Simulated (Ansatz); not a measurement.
# SiSn4Bi, from a guessed structure to a relaxed one

Starting from a made-up structure for SiSn4Bi, the aim is the relaxed cell, its shortest contacts and, where a second run follows, its electronic structure.

Main program and level: Ansatz 0.2.0; DFT, r2SCAN, plane-wave PAW, files of the set soft_1, scalar-relativistic, no spin, cell and ions relaxed at zero pressure; PAW set soft_1, in the first sound run; inputs show where later runs differ.

**1. Set-up**

Symmetry: Immm, No. 71, orthorhombic system. The conventional cell has a = 4.198 Å, b = 6.818 Å, c = 10.672 Å, α = 90.00°, β = 90.00°, γ = 90.00°. Nearest to Bi lie 2 Si at 3.41 Å and 12 Sn at 3.45 to 3.77 Å. Sn has 4 Sn at 2.73 to 3.64 Å and 2 Si at 3.10 Å and 3 Bi at 3.45 to 3.77 Å nearest. Nearest to Si lie 8 Sn at 3.10 Å and 2 Bi at 3.41 Å. Farther neighbours are not listed.

**2. Relaxation of the guess**

The guess takes its coordinates from another compound and its volume from a rule, so the cell and any free coordinates are relaxed together.

Input file input.yaml:

```yaml
crystal:
  lattice:
    - [-2.099, 3.409, 5.336]
    - [2.099, -3.409, 5.336]
    - [2.099, 3.409, -5.336]
  atoms:
    - { symbol: Bi, position: [0.0, 0.0, 0.0] }
    - { symbol: Sn, position: [0.8708, 0.6705, 0.2003] }
    - { symbol: Sn, position: [0.1292, 0.3295, 0.7997] }
    - { symbol: Sn, position: [0.5298, 0.3295, 0.2003] }
    - { symbol: Sn, position: [0.4702, 0.6705, 0.7997] }
    - { symbol: Si, position: [0.5, 0.0, 0.5] }
kpoints:
  mp_grid: { grid: [8, 8, 8] }
scf:
  occupations: { method: fermi_dirac, width: 0.05 }
hamiltonian:
  xc: r2scan
  pseudopotentials: { kind: paw, azcp: { folder: soft_1 } }
relax:
  f_tol: 0.015
  max_steps: 70
  cell: {}
output:
  forces: true
  stress: true
```

The run is started by

```
$ ansatz run input.yaml --threads 4 --pin off --max-ram 10240MiB --backend cpu --events-out ev --progress --plain --runs-dir out
```

Numbers of over 12 decimals in the logs are rounded to 6 here.

The log of the run:

```text
Engine: ansatz 0.2.0, x86_64-unknown-linux-gnu
Pseudopotentials: kind: paw
Pseudopotential: Bi, paw, valence charge 15, recommended cutoff 500 eV (meta_gga), soft_1/Bi.paw.azcp
Pseudopotential: Sn, paw, valence charge 14, recommended cutoff 500 eV (meta_gga), soft_1/Sn.paw.azcp
Pseudopotential: Si, paw, valence charge 4, recommended cutoff 500 eV (meta_gga), soft_1/Si.paw.azcp
Functional definition: r2SCAN
  parameter k0 = 0.174
  parameter k1 = 0.065
  parameter a1 = 4.9479
  exchange = r2scan_x(k0 = k0, k1 = k1, a1 = a1)
  correlation = r2scan_c
Crystal: 6 atoms, lattice volume = 152.727 Å³
Basis set: ecut = 500 eV, 3885 PW (Γ), exchange–correlation on 200×200×200 points (64 copies of the dense FFT grid, shifted against one another)
Bands: 45, of which v1, the nominal top of the filled ones, is band 38 counted from 1 (37 counted from 0)
Symmetry: 8 space group operations
Space group: Immm (ITA 71), of the structure as read, at distance tolerance 5.3e-5 Å
k-points: 95 of 512
Non-local potential: Bi, projectors of the file, l = 0: 2, l = 1: 2, l = 2: 2, l = 3: 1
Non-local potential: Sn, projectors of the file, l = 0: 2, l = 1: 2, l = 2: 2, l = 3: 1
Non-local potential: Si, projectors of the file, l = 0: 2, l = 1: 2, l = 2: 1
PAW form: soft (Blöchl's): semilocal exchange-correlation on the pseudo side does not see the compensation charge
PAW frozen core: Bi, regenerated for the run's functional (the file was generated under x = pbe(κ = 0.804, μ = 0.219515), c = pbe(β = 0.066725))
PAW frozen core: Sn, regenerated for the run's functional (the file was generated under x = pbe(κ = 0.804, μ = 0.219515), c = pbe(β = 0.066725))
PAW frozen core: Si, regenerated for the run's functional (the file was generated under x = pbe(κ = 0.804, μ = 0.219515), c = pbe(β = 0.066725))
PAW one-centre angular grid: Bi, 590 points (default); XC on 160 Gauss nodes
PAW one-centre angular grid: Sn, 590 points (default); XC on 160 Gauss nodes
PAW one-centre angular grid: Si, 302 points (default); XC on 160 Gauss nodes
Initial density: superposition of atomic densities (chi_scale 0.1, normalization cell, long waves kept (reshape's long-wave potential 0.01 eV rms))
Initial wavefunctions: pseudopotential atomic-orbital guess
Functional: x = r2scan, c = r2scan; τ floored in thin density (d = 2e-4 eV/Å³)
iter 1 solved again at ethr=2.30e-3 eV; its pass at ethr=3.10e-3 eV (dr2=1.72e0 eV) is discarded
SCF iter   1: F=—  HF=-37204.068338 eV  |F-HF|=—  |Δ(HF+E_count)|=         —  Δρ=2.00e-2  dr2=1.74e0  dr2_τ=1.70e-2  ethr=2.30e-3  ⟨swp⟩=1.0  Hψ=24166  notcnv=0
preconditioner: auto → Kerker (q_TF=auto, 2.423 Å⁻¹)  [metal: Δε(μ)=0.026 eV  Ē_g=19.028 eV  σ=0.050 eV  W_gap=0.13  n_scr=38 (ndim 8)  ℏωp=26.0 eV  f_vac=0.000  D(μ)=2.75/eV (n_scr^D=14)]
SCF iter   2: F=—  HF=-37204.008913 eV  |F-HF|=—  |Δ(HF+E_count)|=   5.94e-2  Δρ=1.30e-2  dr2=6.76e-1  dr2_τ=3.05e-3  ethr=2.30e-3  ⟨swp⟩=2.0  Hψ=4925  notcnv=0
SCF iter   3: F=—  HF=-37203.956771 eV  |F-HF|=—  |Δ(HF+E_count)|=   5.21e-2  Δρ=1.99e-3  dr2=7.54e-3  dr2_τ=8.80e-5  ethr=9.01e-4  ⟨swp⟩=3.0  Hψ=6152  notcnv=0  defer=36
SCF iter   4: F=—  HF=-37203.961630 eV  |F-HF|=—  |Δ(HF+E_count)|=   4.86e-3  Δρ=7.27e-4  dr2=1.50e-3  dr2_τ=1.67e-5  ethr=1.01e-5  ⟨swp⟩=2.6  Hψ=7547  notcnv=0  defer=46
SCF iter   5: F=—  HF=-37203.962065 eV  |F-HF|=—  |Δ(HF+E_count)|=   4.35e-4  Δρ=2.50e-4  dr2=2.38e-4  dr2_τ=2.94e-6  ethr=2.00e-6  ⟨swp⟩=2.0  Hψ=5901  notcnv=0  defer=46
SCF iter   6: F=—  HF=-37203.962156 eV  |F-HF|=—  |Δ(HF+E_count)|=   9.11e-5  Δρ=7.61e-5  dr2=1.62e-5  dr2_τ=1.35e-7  ethr=3.17e-7  ⟨swp⟩=2.0  Hψ=5371  notcnv=0  defer=46
SCF iter   7: F=—  HF=-37203.962169 eV  |F-HF|=—  |Δ(HF+E_count)|=   1.25e-5  Δρ=3.00e-5  dr2=1.80e-6  dr2_τ=2.61e-8  ethr=2.16e-8  ⟨swp⟩=2.3  Hψ=7625  notcnv=0  defer=46
SCF iter   8: F=—  HF=-37203.962169 eV  |F-HF|=—  |Δ(HF+E_count)|=   6.10e-7  Δρ=8.88e-6  dr2=1.88e-7  dr2_τ=4.64e-9  ethr=2.40e-9  ⟨swp⟩=2.0  Hψ=7282  notcnv=0  defer=46
SCF iter   9: F=-37203.962169 eV  HF=-37203.962169 eV  |F-HF|=5.06e-9  |Δ(HF+E_count)|=   3.22e-8  Δρ=3.29e-6  dr2=2.10e-8  dr2_τ=7.40e-10  ethr=1.33e-10  ⟨swp⟩=5.0  Hψ=15718  notcnv=0
SCF 1 converged in 9 iterations: F = -37203.962169 eV  dr2 = 2.10e-8
  greatest PAW one-centre occupation: 0.990 electrons in one spin orbital (limit 2), on the Sn atom at site 4 (counted from 0), in its partial waves of l = 2
relax step   1: F+E_penalty+E_count = -37203.96216921 eV  Δ(F+E_penalty+E_count) = +0.000e0 eV  max|allowed force component| = 1.432e0 eV/Å  Δτ_max = 0.0000 Å  P = +5.900 GPa  Ω = 152.727 Å³  (9 SCF iters, dr2 threshold 1.00e-7 eV, accepted)
Crystal: 6 atoms, lattice volume = 163.293 Å³
Basis set: ecut = 500 eV, 4157 PW (Γ), exchange–correlation on 200×200×200 points (64 copies of the dense FFT grid, shifted against one another)
Initial density: handed on by an earlier stage of this run
Initial wavefunctions: those handed on with the density
iter 1 solved again at ethr=8.56e-4 eV; its pass at ethr=3.10e-3 eV (dr2=6.42e-1 eV) is discarded
SCF iter   1: F=—  HF=-37203.356703 eV  |F-HF|=—  |Δ(HF+E_count)|=         —  Δρ=1.15e-2  dr2=6.38e-1  dr2_τ=1.31e0  ethr=8.56e-4  ⟨swp⟩=1.1  Hψ=25295  notcnv=0
preconditioner: auto → Kerker (q_TF=auto, 2.396 Å⁻¹)  [metal: Δε(μ)=0.004 eV  Ē_g=18.994 eV  σ=0.050 eV  W_gap=0.02  n_scr=46 (ndim 8)  ℏωp=25.2 eV  f_vac=0.000  D(μ)=4.07/eV (n_scr^D=28)]
SCF iter   2: F=—  HF=-37204.863546 eV  |F-HF|=—  |Δ(HF+E_count)|=    1.51e0  Δρ=5.20e-3  dr2=5.91e-2  dr2_τ=1.92e-3  ethr=8.51e-4  ⟨swp⟩=4.7  Hψ=9512  notcnv=0
SCF iter   3: F=—  HF=-37204.877691 eV  |F-HF|=—  |Δ(HF+E_count)|=   1.41e-2  Δρ=2.87e-3  dr2=2.13e-2  dr2_τ=1.56e-4  ethr=7.89e-5  ⟨swp⟩=2.0  Hψ=5447  notcnv=0  defer=61
SCF iter   4: F=—  HF=-37204.881692 eV  |F-HF|=—  |Δ(HF+E_count)|=   4.00e-3  Δρ=3.86e-4  dr2=3.79e-4  dr2_τ=1.50e-5  ethr=2.84e-5  ⟨swp⟩=2.1  Hψ=5949  notcnv=0  defer=61
SCF iter   5: F=—  HF=-37204.881995 eV  |F-HF|=—  |Δ(HF+E_count)|=   3.02e-4  Δρ=1.94e-4  dr2=1.56e-4  dr2_τ=1.79e-6  ethr=5.05e-7  ⟨swp⟩=2.0  Hψ=7301  notcnv=0  defer=61
SCF iter   6: F=—  HF=-37204.882014 eV  |F-HF|=—  |Δ(HF+E_count)|=   1.96e-5  Δρ=7.01e-5  dr2=3.15e-5  dr2_τ=9.48e-8  ethr=2.08e-7  ⟨swp⟩=2.0  Hψ=5392  notcnv=0  defer=61
SCF iter   7: F=—  HF=-37204.882014 eV  |F-HF|=—  |Δ(HF+E_count)|=   7.80e-8  Δρ=4.10e-5  dr2=7.81e-6  dr2_τ=4.07e-8  ethr=4.21e-8  ⟨swp⟩=2.9  Hψ=7377  notcnv=0  defer=61
SCF iter   8: F=—  HF=-37204.882014 eV  |F-HF|=—  |Δ(HF+E_count)|=   5.55e-7  Δρ=1.63e-5  dr2=1.93e-6  dr2_τ=4.82e-9  ethr=1.04e-8  ⟨swp⟩=2.7  Hψ=7273  notcnv=0  defer=61
[...]
SCF iter   9: F=-37205.080265 eV  HF=-37205.080265 eV  |F-HF|=9.26e-8  |Δ(HF+E_count)|=   6.75e-8  Δρ=7.36e-6  dr2=2.05e-7  dr2_τ=9.88e-10  ethr=8.00e-10  ⟨swp⟩=5.0  Hψ=13422  notcnv=0
SCF 3 converged in 9 iterations: F = -37205.080265 eV  dr2 = 2.05e-7
  greatest PAW one-centre occupation: 0.990 electrons in one spin orbital (limit 2), on the Sn atom at site 2 (counted from 0), in its partial waves of l = 2
relax step   3: F+E_penalty+E_count = -37205.08026534 eV  Δ(F+E_penalty+E_count) = -1.983e-1 eV  max|allowed force component| = 8.211e-2 eV/Å  Δτ_max = 0.1230 Å  P = +1.485 GPa  Ω = 159.627 Å³  energy of the carried Pulay correction = -3.004e-4 eV  (9 SCF iters, dr2 threshold 6.00e-7 eV, accepted)
[... from here on, the SCF cycles and remarks between the steps are left out ...]
relax step   4: F+E_penalty+E_count = -37205.16269867 eV  Δ(F+E_penalty+E_count) = -8.243e-2 eV  max|allowed force component| = 7.603e-2 eV/Å  Δτ_max = 0.0388 Å  P = +0.875 GPa  Ω = 162.706 Å³  energy of the carried Pulay correction = -4.301e-4 eV  (8 SCF iters, dr2 threshold 6.00e-7 eV, accepted)
relax step   5: F+E_penalty+E_count = -37205.20163793 eV  Δ(F+E_penalty+E_count) = -3.894e-2 eV  max|allowed force component| = 7.099e-2 eV/Å  Δτ_max = 0.0307 Å  P = -0.218 GPa  Ω = 165.951 Å³  energy of the carried Pulay correction = -5.642e-4 eV  (8 SCF iters, dr2 threshold 6.00e-7 eV, accepted)
relax step   6: F+E_penalty+E_count = -37205.26148913 eV  Δ(F+E_penalty+E_count) = -5.985e-2 eV  max|allowed force component| = 9.920e-2 eV/Å  Δτ_max = 0.0440 Å  P = -0.313 GPa  Ω = 167.576 Å³  energy of the carried Pulay correction = -6.304e-4 eV  (8 SCF iters, dr2 threshold 6.00e-7 eV, accepted)
relax step   7: F+E_penalty+E_count = -37205.26038679 eV  Δ(F+E_penalty+E_count) = +1.102e-3 eV  max|allowed force component| = 1.413e-1 eV/Å  Δτ_max = 0.0248 Å  P = +0.395 GPa  Ω = 165.939 Å³  energy of the carried Pulay correction = -5.637e-4 eV  (6 SCF iters, dr2 threshold 6.00e-7 eV, rejected (line search))
relax step   8: F+E_penalty+E_count = -37205.26865513 eV  Δ(F+E_penalty+E_count) = -7.166e-3 eV  max|allowed force component| = 6.207e-3 eV/Å  Δτ_max = 0.0158 Å  P = -0.121 GPa  Ω = 166.755 Å³  energy of the carried Pulay correction = -5.970e-4 eV  (11 SCF iters, accepted)
relax step   9: F+E_penalty+E_count = -37205.26944157 eV  Δ(F+E_penalty+E_count) = -7.864e-4 eV  max|allowed force component| = 4.257e-3 eV/Å  Δτ_max = 0.0036 Å  P = +0.023 GPa  Ω = 166.129 Å³  energy of the carried Pulay correction = -5.715e-4 eV  (6 SCF iters, dr2 threshold 2.27e-7 eV, accepted)
relax step  10: F+E_penalty+E_count = -37205.26946182 eV  Δ(F+E_penalty+E_count) = -2.026e-5 eV  max|allowed force component| = 3.079e-4 eV/Å  Δτ_max = 0.0005 Å  P = -0.014 GPa  Ω = 166.266 Å³  energy of the carried Pulay correction = -5.771e-4 eV  (5 SCF iters, dr2 threshold 1.04e-8 eV, accepted)
Basis set: ecut = 500 eV, 4185 PW (Γ), exchange–correlation on 216×216×216 points (64 copies of the dense FFT grid, shifted against one another)
Initial wavefunctions: pseudopotential atomic-orbital guess (no wavefunctions were taken with the density)
iter 1 solved again at ethr=6.47e-7 eV; its pass at ethr=3.10e-3 eV (dr2=4.85e-4 eV) is discarded
SCF iter   1: F=—  HF=-37205.269565 eV  |F-HF|=—  |Δ(HF+E_count)|=         —  Δρ=2.50e-4  dr2=3.49e-6  dr2_τ=8.91e-6  ethr=6.47e-7  ⟨swp⟩=3.2  Hψ=28261  notcnv=0
preconditioner: auto → Kerker (q_TF=auto, 2.389 Å⁻¹)  [metal: Δε(μ)=0.011 eV  Ē_g=19.018 eV  σ=0.050 eV  W_gap=0.05  n_scr=38 (ndim 8)  ℏωp=24.9 eV  f_vac=0.004  D(μ)=1.99/eV (n_scr^D=6)]
SCF iter   2: F=—  HF=-37205.270389 eV  |F-HF|=—  |Δ(HF+E_count)|=   8.24e-4  Δρ=1.27e-4  dr2=9.03e-7  dr2_τ=6.42e-6  ethr=4.65e-9  ⟨swp⟩=2.0  Hψ=7875  notcnv=0
SCF iter   3: F=—  HF=-37205.270643 eV  |F-HF|=—  |Δ(HF+E_count)|=   2.53e-4  Δρ=1.52e-5  dr2=4.47e-8  dr2_τ=7.94e-8  ethr=1.20e-9  ⟨swp⟩=2.0  Hψ=7873  notcnv=0
SCF iter   4: F=—  HF=-37205.270646 eV  |F-HF|=—  |Δ(HF+E_count)|=   3.19e-6  Δρ=2.63e-6  dr2=9.48e-9  dr2_τ=4.49e-10  ethr=5.97e-11  ⟨swp⟩=2.0  Hψ=7786  notcnv=0
SCF iter   5: F=—  HF=-37205.270646 eV  |F-HF|=—  |Δ(HF+E_count)|=   1.72e-8  Δρ=4.56e-7  dr2=4.32e-10  dr2_τ=1.78e-11  ethr=1.26e-11  ⟨swp⟩=3.0  Hψ=8295  notcnv=0
SCF iter   6: F=-37205.270646 eV  HF=-37205.270646 eV  |F-HF|=1.46e-11  |Δ(HF+E_count)|=  5.75e-10  Δρ=1.55e-7  dr2=4.59e-11  dr2_τ=9.14e-13  ethr=1.00e-12  ⟨swp⟩=5.6  Hψ=16628  notcnv=0
SCF 11 converged in 6 iterations: F = -37205.270646 eV  dr2 = 4.59e-11
relax step  11: F+E_penalty+E_count = -37205.27064571 eV  Δ(F+E_penalty+E_count) = -1.184e-3 eV  max|allowed force component| = 4.223e-4 eV/Å  Δτ_max = 0.0000 Å  P = -0.012 GPa  Ω = 166.266 Å³  stress off target by 1.88e-2 GPa  SCF on the basis re-selected at this cell (its energy is not comparable with the rows above)  (6 SCF iters)
basis re-selected at this cell: Δ(F+E_penalty+E_count) = -1.184e-3 eV, ΔP = +0.002 GPa vs the last step (what re-selecting the basis moved, of the pressure what is left beyond the Pulay correction that the steps carried, after the strain that the cell walked since its last selection, with what the two solves' SCF thresholds leave and, on support functions, any second-order correction that the steps lacked; it is no measure of the basis error at this ecutwfc). The dense FFT grid was sized anew with the basis: this SCF ran on 54×54×54 points, the steps before it on 50×50×50, so part of this shift can come from that change (see relax.cell in the input reference). [rest of the remark cut]
SCF converged after 6 iterations
Free energy (F): -37205.270646 eV
Harris-Foulkes:  -37205.270646 eV  (|F-HF|=1.46e-11)
Internal energy: -37205.253798 eV  (E = F + TS)
E sigma→0 (E₀):  -37205.262222 eV
Entropy (-TS):   -0.016848 eV (-2.808 meV/atom)
Fermi energy:    9.843817 eV
--- Per-component energies (eV) ---
  E_band       = -510.036443
  E_kinetic    = 957.243639
  E_local      = -5771.687586  (includes V_loc(G=0)·N_el)
  E_nonlocal   = 1008.702275
  E_hartree    = 2713.987475
  E_xc         = -652.026071
  E_vxc        = -530.185142  (∫ρ·V_xc dr)
  E_paw        = -28782.924738  (= ΣΔE_a)
  E_vpaw       = -1636.023784  (= ΣTr[D̂ρ^β])
  E_aug_tail   = 0.000530  (compensation charges beyond the density's cutoff)
  E_vtau       = 33.938609  (kinetic-family band-sum trace: ∫τ·v_τ [+ j·A + Jᵃ·Aᵃ] dr)
  E_ewald      = -6682.289536
  E_core_change = 3.740213  (= ΣΔE_core)
  E_smearing   = -0.016848  (= −TS)
  E_closure    = -0.000000  (closes the sum)
  Σ components = -37205.270646   (vs F -37205.270646, Δ=0.00e0)
--- Forces (eV/Å), atoms counted from 1 ---
  atom   1  Bi     0.00000000     0.00000000     0.00000000
  atom   2  Sn     0.00000000    -0.00021426    -0.00042228
  atom   3  Sn    -0.00000000     0.00021426     0.00042228
  atom   4  Sn     0.00000000    -0.00021426     0.00042228
  atom   5  Sn    -0.00000000     0.00021426    -0.00042228
  atom   6  Si     0.00000000     0.00000000     0.00000000
  max |Σ_I F_I| component: 1.39e-17 eV/Å
--- Stress (GPa, compression-positive) ---
       -0.018795      -0.000000      -0.000000
       -0.000000      -0.015689       0.000000
       -0.000000       0.000000      -0.001485
  P = ⅓ Tr σ = -0.0120 GPa (-0.120 kbar)
--- Relaxed structure (10 steps of the walk, 9 accepted, 1 SCFs on fresh bases) ---
  F+E_penalty+E_count = -37205.27064571 eV   max|allowed force component| = 4.223e-4 eV/Å   (the final SCF, on the basis selected at the relaxed cell)
  cell:  # Å, volume = 166.2656 Å³
    - [-1.874114, 3.883511, 5.711126]
    - [1.874114, -3.883511, 5.711126]
    - [1.874114, 3.883511, -5.711126]
  atoms:
    - { symbol: Bi, position: [-2.5029645285539412e-19, -4.1991838264681096e-19, 1.6962192979141422e-19] }
    - { symbol: Sn, position: [0.845480, 0.637805, 0.207675] }
    - { symbol: Sn, position: [0.154520, 0.362195, 0.792325] }
    - { symbol: Sn, position: [0.569870, 0.362195, 0.207675] }
    - { symbol: Sn, position: [0.430130, 0.637805, 0.792325] }
    - { symbol: Si, position: [0.5, -4.1991838264680644e-19, 0.5] }
```

The job ended after 2.1 min (4 threads of Intel Xeon Platinum 8488C (Sapphire Rapids), shared host; peak memory 1.7 GiB).

Step by step:

| step | energy less that of the first step (eV) | largest force component (eV/Å) | pressure (GPa) | volume (Å³) |
| --- | --- | --- | --- | --- |
| 1 | 0.0000 | 1.4318 | 5.90 | 152.73 |
| 2 | -0.9198 | 0.4068 | -0.29 | 163.29 |
| 3 | -1.1181 | 0.0821 | 1.49 | 159.63 |
| 4 | -1.2005 | 0.0760 | 0.87 | 162.71 |
| 5 | -1.2395 | 0.0710 | -0.22 | 165.95 |
| 6 | -1.2993 | 0.0992 | -0.31 | 167.58 |
| 7 | -1.2982 | 0.1413 | 0.40 | 165.94 |
| 8 | -1.3065 | 0.0062 | -0.12 | 166.75 |
| 9 | -1.3073 | 0.0043 | 0.02 | 166.13 |
| 10 | -1.3073 | 0.0003 | -0.01 | 166.27 |
| 11* | -1.3085 | 0.0004 | -0.01 | 166.27 |

Relaxation steps marked * repeat the geometry before them on a plane-wave basis chosen anew for their cell, so energy and pressure can jump there. Relaxation step 7 was tried and not accepted.

The run keeps the 8 symmetry operations that it works with, so distortions that break them were not tested.

| cell as run | before | after | change |
| --- | --- | --- | --- |
| a (Å) | 6.671 | 7.156 | +7.3 % |
| b (Å) | 6.671 | 7.156 | +7.3 % |
| c (Å) | 6.671 | 7.156 | +7.3 % |
| α (°) | 143.32 | 149.64 | +4.4 % |
| β (°) | 118.53 | 114.27 | -3.6 % |
| γ (°) | 73.76 | 74.11 | +0.5 % |
| volume (Å³/atom) | 25.45 | 27.71 | +8.9 % |

The atoms that moved most (Å, as changes of fractional coordinates times the final cell):

| atom | dx | dy | dz | length |
| --- | --- | --- | --- | --- |
| Sn5 | 0.000 | -0.057 | -0.373 | 0.378 |
| Sn3 | 0.000 | -0.057 | 0.373 | 0.378 |
| Sn4 | 0.000 | 0.057 | 0.373 | 0.378 |
| Sn2 | 0.000 | 0.057 | -0.373 | 0.378 |

Numbers from this step:

* free energy: -37205.2706 eV
* energy at zero smearing: -37205.2622 eV
* smearing term TS: 0.01685 eV
* Fermi energy: 9.844 eV
* electrons: 75
* symmetry operations: 8
* pressure: -0.01199 GPa

The shortest distance of each pair, which need not be the same contact before and after:

| pair | guess (Å) | relaxed (Å) |
| --- | --- | --- |
| Si–Sn | 3.095 | 2.931 |
| Sn–Sn | 2.731 | 3.148 |
| Bi–Sn | 3.448 | 3.338 |
| Bi–Bi | 4.198 | 3.748 |
| Si–Si | 4.198 | 3.748 |

The relaxation ends with a largest force component of 4.2e-4 eV/Å and a pressure of -0.01 GPa.

[end of part 1 of 2]

[Logs are printed without paths, hosts, clocks, repeated set-up lines and the standing remarks that a program may print on its own settings, such as how far it seeks lower states.]

[Hosts, paths, dates, database ids (printed as entryN), source tags and the programs' standing remarks are cut or masked in the printed files.]
